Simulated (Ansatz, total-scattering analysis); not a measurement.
## Worked example: from partials to totals in LiCl-KCl

A simulated model of LiCl-KCl at 800 K, fixed volume (mean pressure 1.9 GPa), from ab initio molecular dynamics with Ansatz (PBE, plane waves, PAW set soft_1, Langevin thermostat, no spin, fixed volume). The average runs over 0.84 ps of 70 atoms, so shells between rare elements are rough. Mean temperature 799 K, largest m.s.d. 1.58 Å², energy drift +8 meV an atom (last third less first, no steady trend), Langevin friction 2 ps⁻¹; the first quarter of the run is discarded. Preparation: last frame of a classical run of this cell, a melt, rescaled to the set density, then 0.4 ps at 880 K with a cheaper basis and a friction of 10 ps⁻¹ (mean temperature of the first stage 863 K), too short to forget the start in full. So short a stretch relaxes bonds and nearest shells but still remembers its start. It is a liquid as far as so short a run tells. Atom fractions Li 0.3000, K 0.2000, Cl 0.5000; masses Li 6.940, K 39.098, Cl 35.450 u; density 1.7820 g/cm³; coherent lengths Li -1.93, K 3.67, Cl 9.5792 fm. Faber–Ziman partials at a few Q:

| Q (Å⁻¹) | S Cl–Cl | S K–Cl | S Li–Cl | S K–K | S Li–K | S Li–Li |
| --- | --- | --- | --- | --- | --- | --- |
| 2.00 | 2.647 | 1.306 | -1.233 | 0.844 | 1.997 | 2.428 |
| 3.60 | 1.413 | 0.613 | 1.458 | 1.085 | 1.281 | 1.025 |
| 4.30 | 0.861 | 1.328 | 0.640 | 0.966 | 0.871 | 1.050 |

The pair function g(LiCl), r in Å, every 0.06 Å up to its first minimum: 1.89 0.01, 1.95 0.08, 2.01 0.48, 2.07 1.52, 2.13 3.11, 2.19 4.36, 2.25 5.59, 2.31 6.05, 2.37 5.20, 2.43 4.25, 2.49 3.51, 2.55 2.74, 2.61 2.22, 2.67 1.59, 2.73 1.33, 2.79 0.88, 2.85 0.82, 2.91 0.66, 2.97 0.46, 3.03 0.40, 3.09 0.38, 3.15 0.35, 3.21 0.38, 3.27 0.29, 3.33 0.29, 3.39 0.33, 3.45 0.26.

**Tasks.** (a) The number density. (b) The neutron weights. (c) The neutron S(Q) at the listed Q. (d) The number of Cl around Li.

(a) The mean mass is 0.3000×6.940 + 0.2000×39.098 + 0.5000×35.450 = 27.627 u, so ρ₀ = 1.7820/(27.627 × 1.66054) = 0.03884 Å⁻³.

(b) ⟨b⟩ = 0.3000×(-1.93) + 0.2000×3.67 + 0.5000×9.5792 = 4.945 fm. The weight of a pair is ci cj bi bj (2 − δij)/⟨b⟩²: Cl–Cl 0.938, K–Cl 0.288, Li–Cl -0.227, K–K 0.022, Li–K -0.035, Li–Li 0.014; they sum to 1.000.

(c) S = 1 + Σ w (Sij − 1). At 2.00 Å⁻¹: 1 + 1.545 + 0.088 + 0.507 − 0.003 − 0.035 + 0.020 = 3.122; Cl–Cl pushes up most; Li–K pulls down most. At 3.60 Å⁻¹: 1 + 0.388 − 0.111 − 0.104 + 0.002 − 0.010 + 0.000 = 1.165; Cl–Cl pushes up most; K–Cl pulls down most. At 4.30 Å⁻¹: 1 − 0.130 + 0.094 + 0.082 − 0.001 + 0.004 + 0.001 = 1.050; K–Cl pushes up most; Cl–Cl pulls down most.

(d) n = 4πρ₀ c(Cl) Σ r² g Δr. The sum Σ r² g over the listed points is 285.7 Å², so n = 4π × 0.03884 × 0.5000 × 285.7 × 0.06 = 4.18; counting pairs in the frames up to 3.48 Å gives 4.19. By balance, each Cl has n c(Li)/c(Cl) = 2.51 Li.
